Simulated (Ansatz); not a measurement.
# Changed inputs in constrained RPA: CaVO3 (cubic perovskite) (Pm-3m), part 2 of 2

What does U in CaVO3 (cubic perovskite) (Pm-3m) depend on besides the window?

Ansatz 0.2.0; constrained RPA on LDA, plane waves, PAW.

So far. Step 5 (Changed: 2×2×2 mesh): On the V t2g shell, screening brings the on-site interaction from 17.0 eV down to U = 3.65 eV. Step 6 (Changed: smooth pair densities): On the V t2g shell, screening brings the on-site interaction from 16.0 eV down to U = 3.35 eV.

The structure was built from a prototype and need not be the compound's stable phase.

## (9) Changed: volume +6 %

The cell differs from the one that the last finished run ended in (a 3.717 → 3.790 Å, b 3.717 → 3.790 Å, c 3.717 → 3.790 Å).

input.yaml reads:

```yaml
crystal:
  lattice:
    - [0.0, -3.7897543732, 0.0]
    - [0.0, 0.0, 3.7897543732]
    - [-3.7897543732, 0.0, 0.0]
  atoms:
    - { symbol: Ca, position: [0.0, 0.0, 0.0] }
    - { symbol: V, position: [0.5, 0.5, 0.5] }
    - { symbol: O, position: [0.5, 0.5, 0.0] }
    - { symbol: O, position: [0.5, 0.0, 0.5] }
    - { symbol: O, position: [0.0, 0.5, 0.5] }
kpoints:
  mp_grid: { grid: [6, 6, 6] }
hamiltonian:
  xc: lda
scf:
  occupations: { method: gaussian, width: 0.08 }
  n_extra_bands: 19
  max_iter: 150
  lower_state_search: "off"
output:
  crpa:
    kmesh: [6, 6, 6]
    target_bands: [v1, c2]
    projections: [{ species: V, l: d, shell: 3, orbitals: [dxz, dyz, dxy] }]
  local_orbitals:
    kmesh: [6, 6, 6]
    orbitals: [{ species: V, l: d, shell: 3, orbitals: [dxz, dyz, dxy] }]
    window: { bands: [v1, c2] }
    seedname: lo
```

The run is started by

```
ansatz run input.yaml --threads 4 --pin off --max-ram 14745MiB --backend cpu --events-out ev --progress --plain --runs-dir out
```

Numbers of over 12 decimals in the logs are rounded to 6 here.

What it wrote:

```text
[...]
Crystal: 5 atoms, lattice volume = 54.429 Å³
Basis set: ecut = 420 eV, 1045 PW (Γ)
Bands: 40, of which v1, the nominal top of the filled ones, is band 21 counted from 1 (20 counted from 0)
Symmetry: 48 space group operations
[...]
k-points: 20 of 216
[...]
k-point 19: bands = [... 17 lower, 9.5274, 9.5274, 9.5274, 13.1672, 13.1672, 13.1672, 15.5087, 15.5087, ... 15 higher]
[...]
χ-basis size per q: N_G = 179..208
[...]
Site 1, 3D, 3 of 5 d orbitals (Wannier functions 1, 2, 3; wannier90's mr 2, 3, 5):
      screened: U = 3.2459 eV, U' = 2.3941 eV, J = 0.4085 eV
      screened, to within: U = 4.6e-3 eV, U' = 4.6e-3 eV, J = 6.5e-4 eV
      bare: V = 16.0691 eV, V' = 14.8902 eV, J = 0.5536 eV
[...]
[key lines of the parts left out:]
SCF converged after 7 iterations
Free energy (F): -6305.574397 eV
Fermi energy:    11.514402 eV
```

Elapsed: 2.5 min, on 4 threads of Arm Neoverse V1, shared host; peak memory 0.69 GiB.

Numbers from this step:

* U: 3.246 eV
* U prime (inter-orbital): 2.394 eV
* J: 0.4085 eV
* bare V: 16.07 eV
* bare J: 0.5536 eV
* stated bound on U: 0.004526 eV
* U over bare V: 0.2020
* electrons in the window: 1.0000
* head of the constrained inverse dielectric matrix: 0.1684
* least eigenvalue of the projection's overlap: 0.7074
* target functions: 3
* bands in the sums: 46
* r.m.s. miss of the model bands: 0.003694 eV
* width of the target bands: 2.618 eV
* weight of the projected orbitals in the window: 0.7774

On the V t2g shell, screening brings the on-site interaction from 16.1 eV down to U = 3.25 eV.

## (10) Changed: potentials

This step: constrained RPA on LDA, plane waves, norm-conserving pseudopotentials.

input.yaml, the sections that differ from step 9:

```yaml
crystal:
  lattice:
    - [0.0, -3.71685633, 0.0]
    - [0.0, 0.0, 3.71685633]
    - [-3.71685633, 0.0, 0.0]
  atoms:
    - { symbol: Ca, position: [0.0, 0.0, 0.0] }
    - { symbol: V, position: [0.5, 0.5, 0.5] }
    - { symbol: O, position: [0.5, 0.5, 0.0] }
    - { symbol: O, position: [0.5, 0.0, 0.5] }
    - { symbol: O, position: [0.0, 0.5, 0.5] }
hamiltonian:
  xc: lda
  pseudopotentials: { kind: nc }
output:
  crpa:
    kmesh: [6, 6, 6]
    target_bands: [v1, c2]
    projections: [{ species: V, l: d, shell: 3, orbitals: [dxz, dyz, dxy] }]
# kpoints, scf: as in step 9
```

What it wrote:

```text
[...]
Crystal: 5 atoms, lattice volume = 51.348 Å³
Basis set: ecut = 1142.878222 eV, 4457 PW (Γ)
Bands: 40, of which v1, the nominal top of the filled ones, is band 21 counted from 1 (20 counted from 0)
Symmetry: 48 space group operations
[...]
k-points: 20 of 216
[...]
k-point 19: bands = [... 17 lower, 10.4710, 10.4710, 10.4710, 14.4603, 14.4603, 14.4603, 16.6691, 16.6691, ... 15 higher]
[...]
χ-basis size per q: N_G = 160..192
[...]
Site 1, 3D, 3 of 5 d orbitals (Wannier functions 1, 2, 3; wannier90's mr 2, 3, 5):
      screened: U = 3.3491 eV, U' = 2.5059 eV, J = 0.4062 eV
      screened, to within: U = 4.9e-3 eV, U' = 4.9e-3 eV, J = 6.2e-4 eV
      bare: V = 15.9723 eV, V' = 14.8065 eV, J = 0.5486 eV
[...]
[key lines of the parts left out:]
SCF converged after 8 iterations
Free energy (F): -4415.106905 eV
Fermi energy:    12.626695 eV
```

Elapsed: 6.9 min, on 4 threads; peak memory 1.5 GiB.

Numbers from this step:

```yaml
u: 3.349 eV
u_prime_inter_orbital: 2.506 eV
j: 0.4062 eV
bare_v: 15.97 eV
bare_j: 0.5486 eV
stated_bound_on_u: 0.004824 eV
u_over_bare_v: 0.2097
electrons_in_the_window: 1.0000
head_of_the_constrained_inverse_dielectric_matrix: 0.1741
least_eigenvalue_of_the_projection_s_overlap: 0.7020
target_functions: 3
bands_in_the_sums: 46
width_of_the_target_bands: 2.896 eV
weight_of_the_projected_orbitals_in_the_window: 0.7754
```

On the V t2g shell, screening brings the on-site interaction from 16.0 eV down to U = 3.35 eV.

## (11) Changed: volume +3 %

This step: constrained RPA on LDA, plane waves, PAW.

The cell differs from the one that the last finished run ended in (a 3.717 → 3.754 Å, b 3.717 → 3.754 Å, c 3.717 → 3.754 Å).

input.yaml: that of step 10 with these lines changed.

```diff
@@ -2,5 +2,5 @@
   lattice:
-    - [0.0, -3.71685633, 0.0]
-    - [0.0, 0.0, 3.71685633]
-    - [-3.71685633, 0.0, 0.0]
+    - [0.0, -3.7536592812, 0.0]
+    - [0.0, 0.0, 3.7536592812]
+    - [-3.7536592812, 0.0, 0.0]
   atoms:
@@ -15,3 +15,2 @@
   xc: lda
-  pseudopotentials: { kind: nc }
 scf:
@@ -26 +25,6 @@
     projections: [{ species: V, l: d, shell: 3, orbitals: [dxz, dyz, dxy] }]
+  local_orbitals:
+    kmesh: [6, 6, 6]
+    orbitals: [{ species: V, l: d, shell: 3, orbitals: [dxz, dyz, dxy] }]
+    window: { bands: [v1, c2] }
+    seedname: lo
```

What it wrote:

```text
[...]
Crystal: 5 atoms, lattice volume = 52.889 Å³
Basis set: ecut = 420 eV, 1021 PW (Γ)
Bands: 40, of which v1, the nominal top of the filled ones, is band 21 counted from 1 (20 counted from 0)
Symmetry: 48 space group operations
[...]
k-points: 20 of 216
[...]
k-point 19: bands = [... 17 lower, 9.9450, 9.9450, 9.9450, 13.7359, 13.7359, 13.7359, 16.0255, 16.0255, ... 15 higher]
[...]
χ-basis size per q: N_G = 160..197
[...]
Site 1, 3D, 3 of 5 d orbitals (Wannier functions 1, 2, 3; wannier90's mr 2, 3, 5):
      screened: U = 3.2878 eV, U' = 2.4380 eV, J = 0.4080 eV
      screened, to within: U = 4.6e-3 eV, U' = 4.6e-3 eV, J = 6.5e-4 eV
      bare: V = 16.0326 eV, V' = 14.8581 eV, J = 0.5515 eV
[...]
[key lines of the parts left out:]
SCF converged after 7 iterations
Free energy (F): -6305.660114 eV
Fermi energy:    12.003229 eV
```

It took 2.3 min on 4 threads; peak memory 0.68 GiB.

This step gave:

| Item | Value |
| --- | --- |
| U | 3.288 eV |
| U prime (inter-orbital) | 2.438 eV |
| J | 0.4080 eV |
| bare V | 16.03 eV |
| bare J | 0.5515 eV |
| stated bound on U | 0.004531 eV |
| U over bare V | 0.2051 |
| electrons in the window | 1.0000 |
| head of the constrained inverse dielectric matrix | 0.1703 |
| least eigenvalue of the projection's overlap | 0.7047 |
| target functions | 3 |
| bands in the sums | 46 |
| r.m.s. miss of the model bands | 0.003879 eV |
| width of the target bands | 2.744 eV |
| weight of the projected orbitals in the window | 0.7752 |

On the V t2g shell, screening brings the on-site interaction from 16.0 eV down to U = 3.29 eV.

## (12) Changed: volume -3 %

The cell differs from the one that the last finished run ended in (a 3.754 → 3.679 Å, b 3.754 → 3.679 Å, c 3.754 → 3.679 Å).

input.yaml: that of step 11 with these lines changed.

```diff
@@ -2,5 +2,5 @@
   lattice:
-    - [0.0, -3.7536592812, 0.0]
-    - [0.0, 0.0, 3.7536592812]
-    - [-3.7536592812, 0.0, 0.0]
+    - [0.0, -3.6793097596, 0.0]
+    - [0.0, 0.0, 3.6793097596]
+    - [-3.6793097596, 0.0, 0.0]
   atoms:
```

What it wrote:

```text
[...]
Crystal: 5 atoms, lattice volume = 49.808 Å³
Basis set: ecut = 420 eV, 949 PW (Γ)
Bands: 40, of which v1, the nominal top of the filled ones, is band 21 counted from 1 (20 counted from 0)
Symmetry: 48 space group operations
[...]
k-points: 20 of 216
[...]
k-point 19: bands = [... 17 lower, 10.8581, 10.8581, 10.8581, 14.9764, 14.9764, 14.9764, 17.1456, 17.1456, ... 15 higher]
[...]
χ-basis size per q: N_G = 160..187
[...]
Site 1, 3D, 3 of 5 d orbitals (Wannier functions 1, 2, 3; wannier90's mr 2, 3, 5):
      screened: U = 3.3619 eV, U' = 2.5183 eV, J = 0.4059 eV
      screened, to within: U = 4.4e-3 eV, U' = 4.4e-3 eV, J = 6.1e-4 eV
      bare: V = 15.9339 eV, V' = 14.7707 eV, J = 0.5458 eV
[...]
[key lines of the parts left out:]
SCF converged after 6 iterations
Free energy (F): -6305.656004 eV
Fermi energy:    13.062031 eV
```

Elapsed: 2.2 min, on 4 threads; peak memory 0.67 GiB; 8.5 min of CPU time.

Numbers from this step:

```
U                                                 : 3.362 eV
U prime (inter-orbital)                           : 2.518 eV
J                                                 : 0.4059 eV
bare V                                            : 15.93 eV
bare J                                            : 0.5458 eV
stated bound on U                                 : 0.004388 eV
U over bare V                                     : 0.2110
electrons in the window                           : 1.000
head of the constrained inverse dielectric matrix : 0.1735
least eigenvalue of the projection's overlap      : 0.6906
target functions                                  : 3
bands in the sums                                 : 46
r.m.s. miss of the model bands                    : 0.004386 eV
width of the target bands                         : 3.028 eV
weight of the projected orbitals in the window    : 0.7699
```

On the V t2g shell, screening brings the on-site interaction from 15.9 eV down to U = 3.36 eV.

## (13) Changed: potentials

input.yaml, the sections that differ from step 12:

```yaml
crystal:
  lattice:
    - [0.0, -3.71685633, 0.0]
    - [0.0, 0.0, 3.71685633]
    - [-3.71685633, 0.0, 0.0]
  atoms:
    - { symbol: Ca, position: [0.0, 0.0, 0.0] }
    - { symbol: V, position: [0.5, 0.5, 0.5] }
    - { symbol: O, position: [0.5, 0.5, 0.0] }
    - { symbol: O, position: [0.5, 0.0, 0.5] }
    - { symbol: O, position: [0.0, 0.5, 0.5] }
hamiltonian:
  xc: lda
  pseudopotentials: { kind: paw, source: ansatz }
output:
  crpa:
    kmesh: [6, 6, 6]
    target_bands: [v1, c2]
    projections: [{ species: V, l: d, shell: 3, orbitals: [dxz, dyz, dxy] }]
# kpoints, scf: as in step 12
```

What it wrote:

```text
[...]
Crystal: 5 atoms, lattice volume = 51.348 Å³
Basis set: ecut = 930 eV, 3287 PW (Γ)
Bands: 40, of which v1, the nominal top of the filled ones, is band 21 counted from 1 (20 counted from 0)
Symmetry: 48 space group operations
[...]
k-points: 20 of 216
[...]
k-point 19: bands = [... 17 lower, 10.3918, 10.3918, 10.3918, 14.3420, 14.3420, 14.3420, 16.5726, 16.5726, ... 15 higher]
[...]
χ-basis size per q: N_G = 160..192
[...]
Site 1, 3D, 3 of 5 d orbitals (Wannier functions 1, 2, 3; wannier90's mr 2, 3, 5):
      screened: U = 3.3244 eV, U' = 2.4802 eV, J = 0.4063 eV
      screened, to within: U = 5.7e-3 eV, U' = 5.7e-3 eV, J = 6.6e-4 eV
      bare: V = 15.9798 eV, V' = 14.8119 eV, J = 0.5490 eV
[...]
[key lines of the parts left out:]
SCF converged after 7 iterations
Free energy (F): -6305.770785 eV
Fermi energy:    12.514659 eV
```

The job ended after 5 min (4 threads; peak memory 1.3 GiB).

Numbers from this step:

```yaml
u: 3.324 eV
u_prime_inter_orbital: 2.480 eV
j: 0.4063 eV
bare_v: 15.98 eV
bare_j: 0.5490 eV
stated_bound_on_u: 0.005615 eV
u_over_bare_v: 0.2080
electrons_in_the_window: 1.0000
head_of_the_constrained_inverse_dielectric_matrix: 0.1720
least_eigenvalue_of_the_projection_s_overlap: 0.6989
target_functions: 3
bands_in_the_sums: 46
width_of_the_target_bands: 2.891 eV
weight_of_the_projected_orbitals_in_the_window: 0.7727
```

On the V t2g shell, screening brings the on-site interaction from 16.0 eV down to U = 3.32 eV.

## (14) Changed: volume -6 %

The cell differs from the one that the last finished run ended in (a 3.717 → 3.641 Å, b 3.717 → 3.641 Å, c 3.717 → 3.641 Å).

input.yaml: that of step 13 with these lines changed.

```diff
@@ -2,5 +2,5 @@
   lattice:
-    - [0.0, -3.71685633, 0.0]
-    - [0.0, 0.0, 3.71685633]
-    - [-3.71685633, 0.0, 0.0]
+    - [0.0, -3.640980829, 0.0]
+    - [0.0, 0.0, 3.640980829]
+    - [-3.640980829, 0.0, 0.0]
   atoms:
@@ -15,3 +15,2 @@
   xc: lda
-  pseudopotentials: { kind: paw, source: ansatz }
 scf:
@@ -26 +25,6 @@
     projections: [{ species: V, l: d, shell: 3, orbitals: [dxz, dyz, dxy] }]
+  local_orbitals:
+    kmesh: [6, 6, 6]
+    orbitals: [{ species: V, l: d, shell: 3, orbitals: [dxz, dyz, dxy] }]
+    window: { bands: [v1, c2] }
+    seedname: lo
```

What it wrote:

```text
[...]
Crystal: 5 atoms, lattice volume = 48.268 Å³
Basis set: ecut = 420 eV, 949 PW (Γ)
Bands: 40, of which v1, the nominal top of the filled ones, is band 21 counted from 1 (20 counted from 0)
Symmetry: 48 space group operations
[...]
k-points: 20 of 216
[...]
k-point 19: bands = [... 17 lower, 11.3559, 11.3559, 11.3559, 15.6538, 15.6538, 15.6538, 17.7543, 17.7543, ... 15 higher]
[...]
χ-basis size per q: N_G = 160..180
[...]
Site 1, 3D, 3 of 5 d orbitals (Wannier functions 1, 2, 3; wannier90's mr 2, 3, 5):
      screened: U = 3.3926 eV, U' = 2.5535 eV, J = 0.4042 eV
      screened, to within: U = 4.5e-3 eV, U' = 4.5e-3 eV, J = 6.0e-4 eV
      bare: V = 15.8695 eV, V' = 14.7136 eV, J = 0.5422 eV
[...]
[key lines of the parts left out:]
SCF converged after 6 iterations
Free energy (F): -6305.547057 eV
Fermi energy:    13.636230 eV
```

Wall time 2.2 min (4 threads); peak memory 0.66 GiB; 8.3 min of CPU time.

Numbers from this step:

```
U                                                 : 3.393 eV
U prime (inter-orbital)                           : 2.554 eV
J                                                 : 0.4042 eV
bare V                                            : 15.87 eV
bare J                                            : 0.5422 eV
stated bound on U                                 : 0.004409 eV
U over bare V                                     : 0.2138
electrons in the window                           : 1.0000
head of the constrained inverse dielectric matrix : 0.1748
least eigenvalue of the projection's overlap      : 0.6815
target functions                                  : 3
bands in the sums                                 : 46
r.m.s. miss of the model bands                    : 0.004674 eV
width of the target bands                         : 3.188 eV
weight of the projected orbitals in the window    : 0.7667
```

On the V t2g shell, screening brings the on-site interaction from 15.9 eV down to U = 3.39 eV.

## (15) Side by side

Times are wall times on 4 threads of Arm Neoverse V1, shared host, good to a factor of about two.

```
                  run  bare V (eV)  U (eV)  J (eV)  bound on U (eV)  width (eV)     time
        target window        15.99   3.327   0.407           0.0045        2.88  2.4 min
           4×4×4 mesh        16.06   3.335   0.409           0.0044        2.88     24 s
           8×8×8 mesh        15.98   3.334   0.407           0.0046        2.88   10 min
           2×2×2 mesh        16.95   3.651   0.438           0.0044        2.88    4.1 s
smooth pair densities        15.99   3.348   0.420           0.0081        2.88  2.4 min
          volume +6 %        16.07   3.246   0.408           0.0045        2.62  2.5 min
           potentials        15.97   3.349   0.406           0.0048        2.90  6.9 min
          volume +3 %        16.03   3.288   0.408           0.0045        2.74  2.3 min
          volume -3 %        15.93   3.362   0.406           0.0044        3.03  2.2 min
           potentials        15.98   3.324   0.406           0.0056        2.89    5 min
          volume -6 %        15.87   3.393   0.404           0.0044        3.19  2.2 min
```

## (16) Summary of results

| Item | Value |
| --- | --- |
| target window | U 3.33 eV, J 0.41 eV |
| 4×4×4 mesh | U 3.34 eV, J 0.41 eV |
| 8×8×8 mesh | U 3.33 eV, J 0.41 eV |
| 2×2×2 mesh | U 3.65 eV, J 0.44 eV |
| smooth pair densities | U 3.35 eV, J 0.42 eV |
| volume +6 % | U 3.25 eV, J 0.41 eV |
| potentials | U 3.35 eV, J 0.41 eV |
| volume +3 % | U 3.29 eV, J 0.41 eV |
| volume -3 % | U 3.36 eV, J 0.41 eV |
| potentials | U 3.32 eV, J 0.41 eV |
| volume -6 % | U 3.39 eV, J 0.40 eV |

In words: 4×4×4 mesh moves U by +0.01 eV (within the solver's bounds, for the mean over orbitals) at 0.17 times the time. 8×8×8 mesh moves U by +0.01 eV (within the solver's bounds, for the mean over orbitals) at 4.2 times the time. 2×2×2 mesh moves U by +0.32 eV at 0.029 times the time. Smooth pair densities moves U by +0.02 eV. Volume +6 % moves U by −0.08 eV. Potentials moves U by +0.02 eV at 2.9 times the time. Volume +3 % moves U by −0.04 eV. Volume -3 % moves U by +0.04 eV. Potentials moves U by −0.002 eV (within the solver's bounds, for the mean over orbitals) at 2.1 times the time. Volume -6 % moves U by +0.07 eV. The printed bound covers the solver alone, not the mesh. The parent state is non-magnetic and the interaction static (zero frequency); U depends on the window and the orbitals, so it belongs to this model alone.

[Paths, hosts, dates, memory and timing lines, banners, echoed tables and standing remarks are left out of the program output.]

[Logs are printed without paths, hosts, clocks, repeated set-up lines and the standing remarks that a program may print on its own settings, such as how far it seeks lower states.]

[Runs of the session that timed out or met a known fault of the program may be left out.]

[Hosts, paths, dates, database ids (printed as entryN), source tags and the programs' standing remarks are cut or masked in the printed files.]
